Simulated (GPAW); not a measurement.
# 1T-TiO2 monolayer in an electric field

How does 1T-TiO2 monolayer screen a perpendicular field?

Method: GPAW, PAW setups; layer in a repeated cell with vacuum, relaxation of atoms and in-plane cell, in the first sound run; inputs show where later runs differ, in GPAW 26.7.0.

This is a report of a sequence of runs, with most program output left out.

## Step 1: Starting point

The cell holds 3 atoms: 2 O and 1 Ti. Cell: a = 2.990 Å, b = 2.990 Å, c = 16.461 Å, α = 90.0°, β = 90.0°, γ = 120.0°. Vacuum lies along c.

## Step 2: Relaxing the atoms

The atoms are relaxed first, since the surface dipole, and with it the work function, follows the positions of the outer layers.

run.py reads:

```python
import json
import numpy as np
from ase import Atoms
from ase.filters import FrechetCellFilter
from ase.optimize import BFGS
from gpaw import GPAW, PW

slab = Atoms(
    ['O', 'Ti', 'O'],
    positions=[
        [1.49500, 0.86314, 7.00000],
        [0.00000, 0.00000, 8.23060],
        [-0.00000, 1.72628, 9.46119]],
    cell=[[2.99, 0.0, 0.0], [-1.495, 2.58942, 0.0], [0.0, 0.0, 16.4612]],
    pbc=[True, True, True])

slab.calc = GPAW(mode=PW(600), xc='PBE', kpts={'size': (12, 12, 1), 'gamma': True},
                 occupations={'name': 'fermi-dirac', 'width': 0.05}, nbands='160%',
                 convergence={'density': 1e-05}, maxiter=200,
                 symmetry={'tolerance': 1e-3}, txt='slab.txt')
result = {}
# The in-plane cell is free; stress needs a cell that repeats along all three vectors
path = []
opt = BFGS(FrechetCellFilter(slab, mask=[1, 1, 0, 0, 0, 1]), maxstep=0.2)
opt.attach(lambda: path.append((slab.get_potential_energy(), slab.positions.tolist(), slab.get_forces().tolist())))
result['relaxed'] = bool(opt.run(fmax=0.02, steps=45))
result['path'] = path
result['cell'] = slab.cell.tolist()
print('in-plane lattice', slab.cell.cellpar().round(4)[[0, 1, 5]])
energy = slab.get_potential_energy()
fermi = slab.calc.get_fermi_level()
v = slab.calc.get_electrostatic_potential().mean((0, 1)) - fermi
n = slab.calc.get_pseudo_density().mean((0, 1))
L = slab.cell[2, 2]
z = np.arange(len(v)) * L / len(v)
low, high = slab.positions[:, 2].min(), slab.positions[:, 2].max()
below, above = np.interp([low - 4.8, high + 4.8], z, v)
slopes = [np.interp(x, z, np.gradient(v, z)) for x in (low - 4.8, high + 4.8)]
eps = np.array([[slab.calc.get_eigenvalues(k, s) for k in range(len(slab.calc.get_ibz_k_points()))]
                for s in range(slab.calc.get_number_of_spins())]) - fermi
top, bottom = eps[eps < 0].max(), eps[eps > 0].min()
dipole = slab.get_dipole_moment()[2]
print(f'energy {energy:.4f} eV, Fermi level {fermi:.4f} eV, dipole {dipole:.5f} e A')
print(f'potential 4.8 A off the faces, from the Fermi level: lower {below:.4f} eV, upper {above:.4f} eV')
print(f'slope of the potential there: lower {slopes[0]:.5f}, upper {slopes[1]:.5f} eV/A')
print(f'nearest levels on the mesh: {top:.4f} and {bottom:.4f} eV')
print('magnetic moment', round(slab.get_magnetic_moment(), 3))
result.update(energy=energy, fermi=fermi, dipole=dipole, below=below, above=above, slopes=slopes, edges=[top, bottom],
              z=z.tolist(), v=v.tolist(), n=n.tolist(), positions=slab.positions.tolist(),
              forces=slab.get_forces(apply_constraint=False).tolist(), moments=slab.get_magnetic_moments().tolist())
json.dump(result, open('result.json', 'w'))
```

Launch:

```bash
> OMP_NUM_THREADS=1 OPENBLAS_NUM_THREADS=1 python run.py
```

Elapsed: 3.8 min, on 1 thread of Arm Neoverse V2, shared host; peak memory 0.27 GiB.

This step gave:

```
dipole along the normal                    : -5.44e-5 e·Å
levels nearest the Fermi level on the mesh : -1.483, 1.345 eV from the Fermi level
```

Electrostatic potential energy of an electron (without an applied field's), less the Fermi level, planar mean against z:

z (Å), electrostatic potential energy of an electron (without an applied field's), less the Fermi level, planar mean (eV) and a bar from the least value:
```
        0        6.9 ##############################
        1        6.9 ##############################
        2        6.9 ##############################
        3        6.9 ##############################
        4        6.9 ##############################
        5        6.9 ##############################
        6        6.7 ##############################
        7       -4.6 ################
        8      -16.9 
        9      -11.1 #######
       10        5.4 ############################
       11        6.9 ##############################
       12        6.9 ##############################
       13        6.9 ##############################
       14        6.9 ##############################
       15        6.9 ##############################
       16        6.9 ##############################
```

The pseudo valence density, planar mean by z:

z (Å), pseudo valence density, planar mean (e/Å³) and a bar:
```
     0.00       0.00 
     0.51       0.00 
     0.86       0.00 
     1.37       0.00 
     1.71       0.00 
     2.23       0.00 
     2.57       0.00 
     3.09       0.00 
     3.60       0.00 
     3.94       0.00 
     4.46       0.00 
     4.80       0.00 
     5.32       0.00 
     5.66       0.01 
     6.17       0.04 #
     6.69       0.30 ######
     7.03       0.80 ################
     7.54       0.92 ###################
     7.89       1.15 #######################
     8.40       1.48 ##############################
     8.75       0.93 ###################
     9.26       0.99 ####################
     9.60       0.53 ###########
    10.12       0.08 ##
    10.63       0.01 
    10.97       0.00 
    11.49       0.00 
    11.83       0.00 
    12.35       0.00 
    12.69       0.00 
    13.20       0.00 
    13.72       0.00 
    14.06       0.00 
    14.57       0.00 
    14.92       0.00 
    15.43       0.00 
    15.78       0.00 
    16.29       0.00
```

The relaxation lowered the energy of the cell by 1.15 eV (energies extrapolated to zero smearing; the optimiser's log prints free energies). The largest force left on a free atom is 0.0039 eV/Å.

## Step 3: Plane waves, PBE

The work function is the vacuum plateau of the electrostatic potential less the Fermi level; a dipole layer lets the two faces have plateaus of their own.

This step: GPAW, PAW setups; slab in vacuum (GPAW 26.7.0).

The cell differs from the one that the last finished run ended in (c 16.461 → 15.967 Å).

run.py, as its differences from that of step 2:

```diff
@@ -3,4 +3,2 @@
 from ase import Atoms
-from ase.filters import FrechetCellFilter
-from ase.optimize import BFGS
 from gpaw import GPAW, PW
@@ -10,21 +8,14 @@
     positions=[
-        [1.49500, 0.86314, 7.00000],
-        [0.00000, 0.00000, 8.23060],
-        [-0.00000, 1.72628, 9.46119]],
-    cell=[[2.99, 0.0, 0.0], [-1.495, 2.58942, 0.0], [0.0, 0.0, 16.4612]],
-    pbc=[True, True, True])
+        [1.47888, 0.85383, 7.00000],
+        [0.00000, 0.00000, 7.98329],
+        [0.00000, 1.70767, 8.96657]],
+    cell=[[2.95776, 0.0, 0.0], [-1.47888, 2.5615, 0.0], [0.0, 0.0, 15.9666]],
+    pbc=[True, True, False])
 
-slab.calc = GPAW(mode=PW(600), xc='PBE', kpts={'size': (12, 12, 1), 'gamma': True},
+slab.calc = GPAW(mode=PW(500), xc='PBE', kpts={'size': (12, 12, 1), 'gamma': True},
                  occupations={'name': 'fermi-dirac', 'width': 0.05}, nbands='160%',
                  convergence={'density': 1e-05}, maxiter=200,
+                 poissonsolver={'dipolelayer': 'xy'},
                  symmetry={'tolerance': 1e-3}, txt='slab.txt')
 result = {}
-# The in-plane cell is free; stress needs a cell that repeats along all three vectors
-path = []
-opt = BFGS(FrechetCellFilter(slab, mask=[1, 1, 0, 0, 0, 1]), maxstep=0.2)
-opt.attach(lambda: path.append((slab.get_potential_energy(), slab.positions.tolist(), slab.get_forces().tolist())))
-result['relaxed'] = bool(opt.run(fmax=0.02, steps=45))
-result['path'] = path
-result['cell'] = slab.cell.tolist()
-print('in-plane lattice', slab.cell.cellpar().round(4)[[0, 1, 5]])
 energy = slab.get_potential_energy()
```

It took 18 s on 1 thread; peak memory 0.18 GiB.

Numbers from this step:

* dipole along the normal: -2.32e-4 e·Å
* levels nearest the Fermi level on the mesh: -1.111, 1.717 eV from the Fermi level
* upper work function: 7.317 eV
* lower work function: 7.311 eV
* upper ionisation energy: 8.428 eV

Electrostatic potential energy of an electron (without an applied field's), less the Fermi level, planar mean against z:

z (Å), electrostatic potential energy of an electron (without an applied field's), less the Fermi level, planar mean (eV) and a bar from the least value:
```
        0        7.3 ##############################
        1        7.3 ##############################
        2        7.3 ##############################
        3        7.3 ##############################
        4        7.3 ##############################
        5        7.3 ##############################
        6        6.6 #############################
        7      -11.3 #########
        8      -19.4 
        9      -10.8 ##########
       10        6.7 #############################
       11        7.3 ##############################
       12        7.3 ##############################
       13        7.3 ##############################
       14        7.3 ##############################
       15        7.3 ##############################
```

Table of pseudo valence density, planar mean by z:

```tsv
z (Å)	pseudo valence density, planar mean (e/Å³)
0.00	0
0.38	0
0.76	0
1.33	0
1.71	0
2.09	0
2.47	0
3.04	2.8e-6
3.42	7.5e-6
3.80	2.1e-5
4.18	7.1e-5
4.75	5.3e-4
5.13	0.00214
5.51	0.00865
5.89	0.0359
6.46	0.322
6.84	0.880
7.22	0.951
7.60	1.08
8.17	1.45
8.55	0.910
8.93	1.02
9.31	0.595
9.88	0.0759
10.26	0.0175
10.64	0.00419
11.02	0.00108
11.59	1.4e-4
11.97	4.1e-5
12.36	1.1e-5
12.74	4.1e-6
13.31	0
13.69	0
14.07	0
14.45	0
15.02	0
15.40	0
15.78	0
```

The layer is gapped, so the Fermi level lies somewhere inside the gap, set by smearing and numerics, and these work functions are no property of the material; the band edges below the vacuum level are. The potential is flat to 0.002 eV/Å where it is read, so the vacuum is wide enough.

## Step 4: In a field

A uniform field along the normal polarises the slab; the atoms stay fixed, so this is the electronic response alone.

run.py, as its differences from that of step 3:

```diff
@@ -4,2 +4,3 @@
 from gpaw import GPAW, PW
+from gpaw.external import ConstantElectricField
 
@@ -18,2 +19,3 @@
                  poissonsolver={'dipolelayer': 'xy'},
+                 external=ConstantElectricField(-0.2, [0, 0, 1]),
                  symmetry={'tolerance': 1e-3}, txt='slab.txt')
```

The job ended after 62 s (1 thread; peak memory 0.3 GiB).

This step gave:

| Property | Result |
| --- | --- |
| dipole along the normal | -0.02547 e·Å |
| levels nearest the Fermi level on the mesh | -1.422, 1.406 eV from the Fermi level |
| potential below the slab, the applied field's own ramp left out | 6.700 eV from the Fermi level |
| potential above the slab, the applied field's own ramp left out | 7.308 eV from the Fermi level |

Table of electrostatic potential energy of an electron (without an applied field's), less the Fermi level, planar mean by z:

```tsv
z (Å)	electrostatic potential energy of an electron (without an applied field's), less the Fermi level, planar mean (eV)
0	7.00
1	6.70
2	6.70
3	6.70
4	6.70
5	6.68
6	6.01
7	-11.8
8	-19.7
9	-11.0
10	6.66
11	7.29
12	7.31
13	7.31
14	7.31
15	7.31
```

Force by atom:

```tsv
atom	x (eV/Å)	y (eV/Å)	z (eV/Å)	size
O1	0.000	0.000	0.095	0.095
Ti2	0.000	0.000	-0.138	0.138
O3	0.000	0.000	0.043	0.043
```

The dipole is now -0.0255 e Å, against -2.3e-4 in the run without a field.

## Step 5: Field on

run.py, as its differences from that of step 4:

```diff
@@ -19,3 +19,3 @@
                  poissonsolver={'dipolelayer': 'xy'},
-                 external=ConstantElectricField(-0.2, [0, 0, 1]),
+                 external=ConstantElectricField(-0.1, [0, 0, 1]),
                  symmetry={'tolerance': 1e-3}, txt='slab.txt')
```

Wall time 61 s (1 thread); peak memory 0.3 GiB.

Numbers from this step:

```yaml
dipole_along_the_normal: -0.01273 e·Å
levels_nearest_the_fermi_level_on_the_mesh: -1.416, 1.412 eV from the Fermi level
potential_below_the_slab_the_applied_field_s_own_ramp_left_out: 6.858 eV from the Fermi level
potential_above_the_slab_the_applied_field_s_own_ramp_left_out: 7.162 eV from the Fermi level
```

The electrostatic potential energy of an electron (without an applied field's), less the Fermi level, planar mean by z:

z (Å), electrostatic potential energy of an electron (without an applied field's), less the Fermi level, planar mean (eV) and a bar from the least value:
```
        0        7.0 ##############################
        1        6.9 ##############################
        2        6.9 ##############################
        3        6.9 ##############################
        4        6.9 ##############################
        5        6.8 ##############################
        6        6.2 #############################
        7      -11.7 #########
        8      -19.7 
        9      -11.1 ##########
       10        6.5 #############################
       11        7.1 ##############################
       12        7.2 ##############################
       13        7.2 ##############################
       14        7.2 ##############################
       15        7.2 ##############################
```

Force by atom:

```tsv
atom	x (eV/Å)	y (eV/Å)	z (eV/Å)	size
O1	0.0005	-0.0002	0.0614	0.0614
Ti2	0.0000	0.0000	-0.0688	0.0688
O3	-0.0005	0.0002	0.0076	0.0076
```

The dipole is now -0.0127 e Å, against -2.3e-4 in the run without a field.

## Step 6: In a field

run.py, as its differences from that of step 5:

```diff
@@ -19,3 +19,3 @@
                  poissonsolver={'dipolelayer': 'xy'},
-                 external=ConstantElectricField(-0.1, [0, 0, 1]),
+                 external=ConstantElectricField(-0.05, [0, 0, 1]),
                  symmetry={'tolerance': 1e-3}, txt='slab.txt')
```

Run time: 61 s. Hardware: 1 thread; peak memory 0.3 GiB.

Electrostatic potential energy of an electron (without an applied field's), less the Fermi level, planar mean against z:

```tsv
z (Å)	electrostatic potential energy of an electron (without an applied field's), less the Fermi level, planar mean (eV)
0.0	7.01
0.5	6.94
1.0	6.94
1.5	6.94
2.0	6.94
2.5	6.93
3.0	6.93
3.5	6.93
4.0	6.93
4.5	6.93
5.0	6.91
5.5	6.82
6.0	6.23
6.5	2.23
7.0	-11.7
7.5	-11.5
8.0	-19.7
8.5	-11.0
9.0	-11.1
9.5	2.97
10.0	6.45
10.5	6.98
11.0	7.07
11.5	7.08
12.0	7.08
12.5	7.09
13.0	7.09
13.5	7.09
14.0	7.09
14.5	7.09
15.0	7.09
15.5	7.09
```

## Step 7: In a field

run.py, as its differences from that of step 6:

```diff
@@ -19,3 +19,3 @@
                  poissonsolver={'dipolelayer': 'xy'},
-                 external=ConstantElectricField(-0.05, [0, 0, 1]),
+                 external=ConstantElectricField(0.05, [0, 0, 1]),
                  symmetry={'tolerance': 1e-3}, txt='slab.txt')
```

The job ended after 61 s (1 thread; peak memory 0.3 GiB).

## Step 8: Field on

run.py, as its differences from that of step 7:

```diff
@@ -19,3 +19,3 @@
                  poissonsolver={'dipolelayer': 'xy'},
-                 external=ConstantElectricField(0.05, [0, 0, 1]),
+                 external=ConstantElectricField(0.1, [0, 0, 1]),
                  symmetry={'tolerance': 1e-3}, txt='slab.txt')
```

The job ended after 62 s (1 thread; peak memory 0.3 GiB).

Electrostatic potential energy of an electron (without an applied field's), less the Fermi level, planar mean against z:

z (Å), electrostatic potential energy of an electron (without an applied field's), less the Fermi level, planar mean (eV) and a bar from the least value:
```
      0.0        7.0 ##############################
      0.5        7.2 ##############################
      1.0        7.2 ##############################
      1.5        7.2 ##############################
      2.0        7.2 ##############################
      2.5        7.2 ##############################
      3.0        7.2 ##############################
      3.5        7.2 ##############################
      4.0        7.2 ##############################
      4.5        7.2 ##############################
      5.0        7.1 ##############################
      5.5        7.0 ##############################
      6.0        6.4 #############################
      6.5        2.4 #########################
      7.0      -11.6 #########
      7.5      -11.4 #########
      8.0      -19.7 
      8.5      -11.1 ##########
      9.0      -11.2 #########
      9.5        2.8 #########################
     10.0        6.2 #############################
     10.5        6.8 ##############################
     11.0        6.8 ##############################
     11.5        6.9 ##############################
     12.0        6.9 ##############################
     12.5        6.9 ##############################
     13.0        6.9 ##############################
     13.5        6.9 ##############################
     14.0        6.9 ##############################
     14.5        6.9 ##############################
     15.0        6.9 ##############################
     15.5        6.9 ##############################
```

The dipole is now 0.0127 e Å, against -2.3e-4 in the run without a field.

## Step 9: In a field

run.py, as its differences from that of step 8:

```diff
@@ -19,3 +19,3 @@
                  poissonsolver={'dipolelayer': 'xy'},
-                 external=ConstantElectricField(0.1, [0, 0, 1]),
+                 external=ConstantElectricField(0.2, [0, 0, 1]),
                  symmetry={'tolerance': 1e-3}, txt='slab.txt')
```

Run time: 61 s. Hardware: 1 thread; peak memory 0.3 GiB.

The electrostatic potential energy of an electron (without an applied field's), less the Fermi level, planar mean by z:

```tsv
z (Å)	electrostatic potential energy of an electron (without an applied field's), less the Fermi level, planar mean (eV)
0.0	7.00
0.5	7.31
1.0	7.31
1.5	7.31
2.0	7.31
2.5	7.31
3.0	7.31
3.5	7.31
4.0	7.31
4.5	7.30
5.0	7.28
5.5	7.18
6.0	6.57
6.5	2.53
7.0	-11.5
7.5	-11.4
8.0	-19.7
8.5	-11.2
9.0	-11.3
9.5	2.65
10.0	6.09
10.5	6.60
11.0	6.68
11.5	6.69
12.0	6.70
12.5	6.70
13.0	6.70
13.5	6.70
14.0	6.70
14.5	6.70
15.0	6.70
15.5	6.70
```

The dipole is now 0.0255 e Å, against -2.3e-4 in the run without a field.

## Step 10: Field on

run.py, as its differences from that of step 9:

```diff
@@ -19,3 +19,3 @@
                  poissonsolver={'dipolelayer': 'xy'},
-                 external=ConstantElectricField(0.2, [0, 0, 1]),
+                 external=ConstantElectricField(0.3, [0, 0, 1]),
                  symmetry={'tolerance': 1e-3}, txt='slab.txt')
```

The job ended after 65 s (1 thread; peak memory 0.29 GiB).

The dipole is now 0.0382 e Å, against -2.3e-4 in the run without a field.

## Step 11: The series

The members are put on one axis.

This step: induced dipole against applied field (GPAW 26.7.0).

Dipole along the normal against field:

```tsv
field (V/Å)	dipole along the normal (e·Å)
-0.200	-0.0255
-0.100	-0.0127
-0.050	-0.00636
0.000	-2.3e-4
0.050	0.00637
0.100	0.0127
0.200	0.0255
0.300	0.0382
```

## Step 12: What came out

| Property | Result |
| --- | --- |
| work function, upper and lower face (Fermi level placed in the gap by the smearing) | 7.317 and 7.311 eV |
| ionisation energy from the upper face (highest filled level on the mesh) | 8.43 eV |
| electron affinity from the upper face (lowest empty Kohn-Sham level on the mesh) | 5.60 eV |
| dipole along the normal | -2.3e-4 e Å |
| induced dipole per field | 0.127 e Å per V/Å |
| out-of-plane polarisability per area, α/(ε0 A) | 3.04 Å |

What this shows: The field induces 0.127 e Å per V/Å, a polarisable thickness α/(ε0 A) of 3.04 Å beside 1.97 Å between the outermost nuclei. A perfect conductor would give the distance between its two image planes; a dielectric of thickness t gives t(1 - 1/ε). The levels nearest the Fermi level on the mesh lie 2.83 eV apart, so the slab is gapped there: the smearing puts the Fermi level inside the gap, and from either face the ionisation energy is the work function plus 1.1 eV. Both are Kohn-Sham levels on the mesh, and semilocal gaps are too small, so the affinity tends to come out too large and the ionisation energy too small. The induced dipole is linear in the field over this range. The small printed dipole stands for a step of 5.5 meV from the lower to the upper face, and the probes find 5.6 meV; values this small are near the numerical noise of both. The layer's cell and atoms come from the relaxation; spin-orbit coupling and temperature are left out.

[Logs are printed without paths, hosts, clocks, repeated set-up lines and the standing remarks that a program may print on its own settings, such as how far it seeks lower states.]

[Hosts, paths, dates, database ids (printed as entryN), source tags and the programs' standing remarks are cut or masked in the printed files.]
